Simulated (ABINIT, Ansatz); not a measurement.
# TlAsF6 (R-3): bands and cutoff in G0W0 with ABINIT

What does each rung of G0W0 on TlAsF6 (R-3) cost, and what does it buy?

Calculated with ABINIT 10.8.3; PBEsol and many-body steps on it, plane waves.

## 1. Set-up

The structure is trigonal, space group R-3 (No. 148). The conventional cell has a = 7.441 Å, b = 7.441 Å, c = 7.448 Å, α = 90.00°, β = 90.00°, γ = 120.00°. Nearest to Tl lie 6 F at 2.95 Å. Nearest to As lie 6 F at 1.75 Å. F has 1 As at 1.75 Å nearest. Farther neighbours and most contacts between anions are not listed.

The cell and positions are those that the Materials Project relaxed with its own functionals (PBE, PBE+U or r2SCAN), kept fixed. Spin-orbit coupling is left out unless a step names it.

## 2. Empty states on the mesh, 2×2×2 mesh, 436 bands

This step: ABINIT 10.8.3; DFT, PBEsol, plane waves, norm-conserving pseudopotentials.

The sums over transitions need many empty states on a uniform mesh; this step solves for them.

run.abi reads:

```
acell 3*1.0 Angstrom
rprim 
  3.720723898783 2.148160944528 2.482723275713
  -3.720723898783 2.148160944528 2.482723275713
  0.000000000000 -4.296321889101 2.482723275674
ntypat 3
znucl 81 33 9
natom 8
typat 1 2 3 3 3 3 3 3
xred 
  0.000000000000 0.000000000000 0.000000000000
  0.500000000000 0.500000000000 0.500000000000
  0.698048100000 0.789498230000 0.423038160000
  0.789498230000 0.423038160000 0.698048100000
  0.210501770000 0.576961840000 0.301951900000
  0.423038160000 0.698048100000 0.789498230000
  0.576961840000 0.301951900000 0.210501770000
  0.301951900000 0.210501770000 0.576961840000
pp_dirpath "pseudos"
pseudos "Tl.upf, As.upf, F.upf"
ecut 44
ngkpt 2 2 2
nshiftk 1
shiftk 0 0 0
kptopt 1
chksymbreak 0
iscf -2
irdden 1
istwfk *1
nband 436
nbdbuf 38
tolwfr 1e-09
nstep 60
prtvol 0
indata_prefix "in"
outdata_prefix "out"
tmpdata_prefix "tmp"
```

Run with:

```
$ OMP_NUM_THREADS=1 mpirun -n 8 abinit run.abi > log
```

Numbers of over 12 decimals in the logs are rounded to 6 here.

Log:

```text
.Version 10.8.3 of ABINIT. v10.8.2 released Aug 2026.

 Symmetries : space group R-3 (#148); Bravais hR (rhombohedral)
[... echo of the input left out ...]
== DATASET  1 ==================================================================
-   mpi_nproc: 8, omp_nthreads: 1 (-1 if OMP is not activated)
-    --> not optimal distribution: autoparal keyword recommended in input file <--

--- !DatasetInfo
iteration_state: {dtset: 1, }
dimensions: {natom: 8, nkpt: 4, mband: 436, nsppol: 1, nspinor: 1, nspden: 1, mpw: 11210, }
cutoff_energies: {ecut:  44.0, pawecutdg:  -1.0, }
[...]
4.45013    4.47887    4.47887    4.48163    4.49988    4.49989    4.50746    4.50748
   4.50847    4.50849    4.51171    4.52244    4.57054    4.57115    4.57460    4.58860
   4.62107    4.62827    4.64534    4.66020
 prteigrs : prtvol=0 or 1, do not print more k-points.

== END DATASET(S) ==============================================================
================================================================================

 -outvars: echo values of variables after computation  --------
            nband         436
             nkpt           4
          spgroup         148
 [... the other variables as echoed above ...]

 Calculation completed.
```

It took 10 min on 8 MPI ranks of Arm Neoverse N1, shared host; peak memory 1.1 GiB; 82 min of CPU time.

This step gave:

```
gap                                                           : 4.749 eV
k of the valence top                                          : 0.5, 0.5, 0
k of the conduction bottom                                    : 0.5, 0, 0
least direct gap                                              : 4.777 eV
k points computed                                             : 4
lowest point of the top converged band, above the valence top : 116.1551 eV
```

On this mesh the gap is 4.749 eV.

The density comes from a self-consistent run that is not shown.

## 3. Screening, 2×2×2 mesh, 87 bands, screening to 76.2 eV

The RPA dielectric matrix is built and inverted for each q.

This step: RPA screening on PBEsol, plane waves, norm-conserving pseudopotentials.

run.abi: that of step 2 with these lines changed.

```diff
@@ -26,10 +26,11 @@
 chksymbreak 0
-iscf -2
-irdden 1
 istwfk *1
-nband 436
-nbdbuf 38
-tolwfr 1e-09
-nstep 60
-prtvol 0
+occopt 1
+irdwfk 1
+optdriver 3
+nband 87
+ecuteps 2.8
+inclvkb 2
+awtr 1
+symchi 1
 indata_prefix "in"
```

Log:

```text
.Version 10.8.3 of ABINIT. v10.8.2 released Aug 2026.

 Symmetries : space group R-3 (#148); Bravais hR (rhombohedral)
[... echo of the input left out ...]
== DATASET  1 ==================================================================
-   mpi_nproc: 8, omp_nthreads: 1 (-1 if OMP is not activated)

--- !DatasetInfo
iteration_state: {dtset: 1, }
dimensions: {natom: 8, nkpt: 4, mband: 87, nsppol: 1, nspinor: 1, nspden: 1, mpw: 11210, }
cutoff_energies: {ecut:  44.0, pawecutdg:  -1.0, }
electrons: {nelect:   8.60000000E+01, charge:   0.00000000E+00, occopt:   1.00000000E+00, tsmear:   1.00000000E-02, }

 SCREENING: Calculation of the susceptibility and dielectric matrices

 Based on a program developped by R.W. Godby, V. Olevano, G. Onida, and L. Reining.
 Incorporated in ABINIT by V. Olevano, G.-M. Rignanese, and M. Torrent.
.Using double precision arithmetic ; gwpc =  8

[... cell and pseudopotentials left out ...]
--------------------------------------------------------------------------------

 ==== K-mesh for the wavefunctions ====
 Number of points in the irreducible wedge :     4
[... list of points left out ...]
 Together with  6 symmetry operations and time-reversal symmetry
 yields     8 points in the full Brillouin Zone.

 ==== Q-mesh for the screening function ====
 Number of points in the irreducible wedge :     4
[... list of points left out ...]
 Together with  6 symmetry operations and time-reversal symmetry
 yields     8 points in the full Brillouin Zone.

 setmesh: FFT mesh size selected  =    36x   36x   36
          total number of points  =        46656

 vcoul_init : cutoff-mode = AUXILIARY_FUNCTION
 q-points for optical limit:   1
     1)      0.000010    0.000020    0.000030

- screening: taking advantage of time-reversal symmetry
- Maximum band index for partially occupied states nbvw = 43
- Remaining bands to be divided among processors   nbcw = 44
- Number of bands treated by each node ~5

 Number of electrons calculated from density =   86.0000; Expected =   86.0000
 average of density, n =  0.107036
 r_s =    1.3066
 omega_plasma =   31.5587 [eV]

 calculating chi0 at frequencies [eV] :
  1    0.000000E+00    0.000000E+00
  2    0.000000E+00    3.155874E+01

--------------------------------------------------------------------------------
  q-point number  1        q = ( 0.000000, 0.000000, 0.000000) [r.l.u.]
--------------------------------------------------------------------------------
[... chi0 elements left out ...]
 For q-point:  0.000010 0.000020 0.000030
  dielectric constant =   2.4228
  dielectric constant without local fields =   2.7739

  Average fulfillment of the sum rule on Im[epsilon] for q-point    1 :     21.32  [%]
[... wings left out ...]
  q-point number  2        q = ( 0.500000, 0.000000, 0.000000) [r.l.u.]
--------------------------------------------------------------------------------
[... chi0 elements left out ...]
  Average fulfillment of the sum rule on Im[epsilon] for q-point    2 :     26.88  [%]

 [... 2 further q-points ...]
```

Run time: 33 s. Hardware: 8 MPI ranks; peak memory 2.6 GiB.

This step gave:

```yaml
eps_infinity_with_local_fields_on_this_mesh_along_the_program_s_q_direction: 2.423
the_same_without_local_fields: 2.774
plasma_frequency: 31.56 eV
plane_waves_in_the_screening_matrix: 195
```

Local fields lower ε∞ by 13 %. On a Γ-centred mesh this coarse the value itself is usually too large, while a short band sum pulls it down.

## 4. 87 bands, 76.2 eV

The self-energy is evaluated for the states that the input lists, and the levels follow from it, in one-shot runs by the linearised quasiparticle equation.

This step: G0W0 on PBEsol, plane waves, norm-conserving pseudopotentials.

run.abi: that of step 3 with these lines changed.

```diff
@@ -29,8 +29,19 @@
 irdwfk 1
-optdriver 3
+optdriver 4
 nband 87
+gwcalctyp 0
+ecutsigx 44
+symsigma 1
+nkptgw 3
+kptgw 
+  0.5000000000 0.5000000000 0.0000000000
+  0.5000000000 0.0000000000 0.0000000000
+  0.0000000000 0.0000000000 0.0000000000
+bdgw 
+  42 45
+  42 45
+  41 45
 ecuteps 2.8
-inclvkb 2
-awtr 1
-symchi 1
+irdscr 1
+ppmodel 1
 indata_prefix "in"
```

Log:

```text
.Version 10.8.3 of ABINIT. v10.8.2 released Aug 2026.

 Symmetries : space group R-3 (#148); Bravais hR (rhombohedral)
[... echo of the input left out ...]
== DATASET  1 ==================================================================
-   mpi_nproc: 8, omp_nthreads: 1 (-1 if OMP is not activated)

--- !DatasetInfo
iteration_state: {dtset: 1, }
dimensions: {natom: 8, nkpt: 4, mband: 87, nsppol: 1, nspinor: 1, nspden: 1, mpw: 11210, }
cutoff_energies: {ecut:  44.0, pawecutdg:  -1.0, }
electrons: {nelect:   8.60000000E+01, charge:   0.00000000E+00, occopt:   1.00000000E+00, tsmear:   1.00000000E-02, }

 SIGMA: Calculation of the GW corrections

 Based on a program developped by R.W. Godby, V. Olevano, G. Onida, and L. Reining.
 Incorporated in ABINIT by V. Olevano, G.-M. Rignanese, and M. Torrent.
.Using double precision arithmetic ; gwpc =  8

[... cell and pseudopotentials left out ...]
--------------------------------------------------------------------------------

 ==== K-mesh for the wavefunctions ====
 Number of points in the irreducible wedge :     4
[... list of points left out ...]
 Together with  6 symmetry operations and time-reversal symmetry
 yields     8 points in the full Brillouin Zone.

 ==== Q-mesh for screening function ====
 Number of points in the irreducible wedge :     4
[... list of points left out ...]
 Together with  6 symmetry operations and time-reversal symmetry
 yields     8 points in the full Brillouin Zone.

 vcoul_init : cutoff-mode = AUXILIARY_FUNCTION
 q-points for optical limit:   1
     1)      0.000010    0.000020    0.000030
 setmesh: FFT mesh size selected  =    60x   60x   60
          total number of points  =       216000

 Number of electrons calculated from density =   86.0000; Expected =   86.0000
 average of density, n =  0.107036
 r_s =    1.3066
 omega_plasma =   31.5587 [eV]

 === KS Band Gaps ===
  >>>> For spin  1
   Minimum direct gap =   4.7772 [eV], located at k-point      :   0.5000  0.0000  0.0000
   Fundamental gap    =   4.7493 [eV], Top of valence bands at :   0.5000  0.5000  0.0000
                                       Bottom of conduction at :   0.5000  0.0000  0.0000
 SIGMA fundamental parameters:
 PLASMON POLE MODEL  1
 number of plane-waves for SigmaX                11127
 number of plane-waves for SigmaC and W            195
 number of plane-waves for wavefunctions         11127
 number of bands                                    87
 number of independent spin polarizations            1
 number of spinorial components                      1
 number of k-points in IBZ                           4
 number of q-points in IBZ                           4
 number of symmetry operations                       6
 number of k-points in BZ                            8
 number of q-points in BZ                            8
 number of frequencies for dSigma/dE                 9
 frequency step for dSigma/dE [eV]                0.25
 number of omega for Sigma on real axis              0
 max omega for Sigma on real axis  [eV]           0.00
 zcut for avoiding poles [eV]                     0.10

 EPSILON^-1 parameters (SCR file):
 dimension of the eps^-1 matrix on file            195
 dimension of the eps^-1 matrix used               195
 number of plane-waves for wavefunctions         11127
 number of bands                                    87
 number of q-points in IBZ                           4
 number of frequencies                               2
 number of real frequencies                          1
 number of imag frequencies                          1

 matrix elements of self-energy operator (all in [eV])

 Perturbative Calculation

--- !SelfEnergy_ee
iteration_state: {dtset: 1, }
kpoint     : [   0.500,    0.500,    0.000, ]
spin       : 1
KS_gap     :    5.486
QP_gap     :    9.923
Delta_QP_KS:    4.437
data: !SigmaeeData |
     Band     E0 <VxcDFT>   SigX SigC(E0)      Z dSigC/dE  Sig(E)    E-E0       E
       42  -0.556 -23.065 -30.886   5.516   0.801  -0.248 -24.912  -1.846  -2.402
       43   0.423 -16.869 -20.287   1.995   0.849  -0.177 -18.078  -1.209  -0.786
       44   5.909 -22.173 -16.652  -1.703   0.845  -0.183 -18.946   3.227   9.136
       45   7.240 -11.146  -6.798  -2.107   0.878  -0.139  -9.178   1.968   9.208

--- !SelfEnergy_ee
iteration_state: {dtset: 1, }
kpoint     : [   0.500,    0.000,    0.000, ]
spin       : 1
KS_gap     :    4.777
QP_gap     :    8.647
Delta_QP_KS:    3.870
data: !SigmaeeData |
     Band     E0 <VxcDFT>   SigX SigC(E0)      Z dSigC/dE  Sig(E)    E-E0       E
       42  -0.558 -22.941 -30.809   5.516   0.802  -0.247 -24.826  -1.885  -2.442
       43   0.395 -17.275 -20.899   2.175   0.847  -0.181 -18.502  -1.226  -0.831
[...]
--- !SelfEnergy_ee
iteration_state: {dtset: 1, }
kpoint     : [   0.000,    0.000,    0.000, ]
spin       : 1
KS_gap     :    6.156
QP_gap     :   10.928
Delta_QP_KS:    4.772
data: !SigmaeeData |
     Band     E0 <VxcDFT>   SigX SigC(E0)      Z dSigC/dE  Sig(E)    E-E0       E
[...]
43  -0.276 -20.491 -26.715   4.189   0.819  -0.220 -22.159  -1.668  -1.944
       44   5.880 -21.636 -16.248  -1.727   0.848  -0.179 -18.532   3.104   8.984
       45   7.950 -11.050  -6.454  -2.086   0.878  -0.139  -8.846   2.204  10.154

== END DATASET(S) ==============================================================
================================================================================

 -outvars: echo values of variables after computation  --------
           etotal      0.0000000000E+00
            nband          87
             nkpt           4
          spgroup         148
 [... the other variables as echoed above ...]

 Calculation completed.
```

Wall time 13 s (8 MPI ranks); peak memory 1.9 GiB; 1.7 min of CPU time.

Numbers from this step:

```yaml
g0w0_gap_on_the_points_computed: 8.602 eV
starting_gap_on_the_mesh: 4.749 eV
k_of_the_valence_top: 0.5, 0.5, 0
k_of_the_conduction_bottom: 0.5, 0, 0
z_at_the_valence_top: 0.849
z_at_the_conduction_bottom: 0.859
least_direct_g0w0_gap_on_the_computed_points: 8.647 eV
```

The gap on the mesh goes from 4.75 eV to 8.60 eV, a correction of +3.85 eV.

## 5. Screening, 2×2×2 mesh, 187 bands, screening to 141.5 eV

This step: RPA screening on PBEsol, plane waves, norm-conserving pseudopotentials.

run.abi: that of step 4 with these lines changed.

```diff
@@ -29,19 +29,8 @@
 irdwfk 1
-optdriver 4
-nband 87
-gwcalctyp 0
-ecutsigx 44
-symsigma 1
-nkptgw 3
-kptgw 
-  0.5000000000 0.5000000000 0.0000000000
-  0.5000000000 0.0000000000 0.0000000000
-  0.0000000000 0.0000000000 0.0000000000
-bdgw 
-  42 45
-  42 45
-  41 45
-ecuteps 2.8
-irdscr 1
-ppmodel 1
+optdriver 3
+nband 187
+ecuteps 5.2
+inclvkb 2
+awtr 1
+symchi 1
 indata_prefix "in"
```

Log:

```text
.Version 10.8.3 of ABINIT. v10.8.2 released Aug 2026.

 Symmetries : space group R-3 (#148); Bravais hR (rhombohedral)
[... echo of the input left out ...]
== DATASET  1 ==================================================================
-   mpi_nproc: 8, omp_nthreads: 1 (-1 if OMP is not activated)

--- !DatasetInfo
iteration_state: {dtset: 1, }
dimensions: {natom: 8, nkpt: 4, mband: 187, nsppol: 1, nspinor: 1, nspden: 1, mpw: 11210, }
cutoff_energies: {ecut:  44.0, pawecutdg:  -1.0, }
electrons: {nelect:   8.60000000E+01, charge:   0.00000000E+00, occopt:   1.00000000E+00, tsmear:   1.00000000E-02, }

 SCREENING: Calculation of the susceptibility and dielectric matrices

 Based on a program developped by R.W. Godby, V. Olevano, G. Onida, and L. Reining.
 Incorporated in ABINIT by V. Olevano, G.-M. Rignanese, and M. Torrent.
.Using double precision arithmetic ; gwpc =  8

[... cell and pseudopotentials left out ...]
--------------------------------------------------------------------------------

 ==== K-mesh for the wavefunctions ====
 Number of points in the irreducible wedge :     4
[... list of points left out ...]
 Together with  6 symmetry operations and time-reversal symmetry
 yields     8 points in the full Brillouin Zone.

 ==== Q-mesh for the screening function ====
 Number of points in the irreducible wedge :     4
[... list of points left out ...]
 Together with  6 symmetry operations and time-reversal symmetry
 yields     8 points in the full Brillouin Zone.

 setmesh: FFT mesh size selected  =    40x   40x   40
          total number of points  =        64000

 vcoul_init : cutoff-mode = AUXILIARY_FUNCTION
 q-points for optical limit:   1
     1)      0.000010    0.000020    0.000030

- screening: taking advantage of time-reversal symmetry
- Maximum band index for partially occupied states nbvw = 43
- Remaining bands to be divided among processors   nbcw = 144
- Number of bands treated by each node ~18

 Number of electrons calculated from density =   86.0000; Expected =   86.0000
 average of density, n =  0.107036
 r_s =    1.3066
 omega_plasma =   31.5587 [eV]

 calculating chi0 at frequencies [eV] :
  1    0.000000E+00    0.000000E+00
  2    0.000000E+00    3.155874E+01

--------------------------------------------------------------------------------
  q-point number  1        q = ( 0.000000, 0.000000, 0.000000) [r.l.u.]
--------------------------------------------------------------------------------
[... chi0 elements left out ...]
 For q-point:  0.000010 0.000020 0.000030
  dielectric constant =   2.4608
  dielectric constant without local fields =   2.8828

  Average fulfillment of the sum rule on Im[epsilon] for q-point    1 :     46.63  [%]
[... wings left out ...]
  q-point number  2        q = ( 0.500000, 0.000000, 0.000000) [r.l.u.]
--------------------------------------------------------------------------------
[... chi0 elements left out ...]
  Average fulfillment of the sum rule on Im[epsilon] for q-point    2 :     51.82  [%]

 [... 2 further q-points ...]
```

Run time: 1.9 min. Hardware: 8 MPI ranks; peak memory 3.6 GiB; 15 min of CPU time.

Numbers from this step:

| Item | Value |
| --- | --- |
| ε∞ with local fields, on this mesh, along the program's q direction | 2.461 |
| the same without local fields | 2.883 |
| plasma frequency | 31.56 eV |
| plane waves in the screening matrix | 467 |

[end of part 1 of 2]

[Paths, hosts, dates, memory and timing lines, banners, echoed tables and standing remarks are left out of the program output.]

[Logs are printed without paths, hosts, clocks, repeated set-up lines and the standing remarks that a program may print on its own settings, such as how far it seeks lower states.]

[Runs of the session that timed out or met a known fault of the program may be left out.]

[Hosts, paths, dates, database ids (printed as entryN), source tags and the programs' standing remarks are cut or masked in the printed files.]

[G0W0 gaps are taken among the corrected bands and points alone; a level outside them can change the order at an edge.]

[Where Ansatz stands beside ABINIT at settings called matched, ABINIT's density can come from a denser mesh and the files from another edition; pairs whose starting gaps differed by over 0.03 eV were left out, so agreement reads better than it is.]
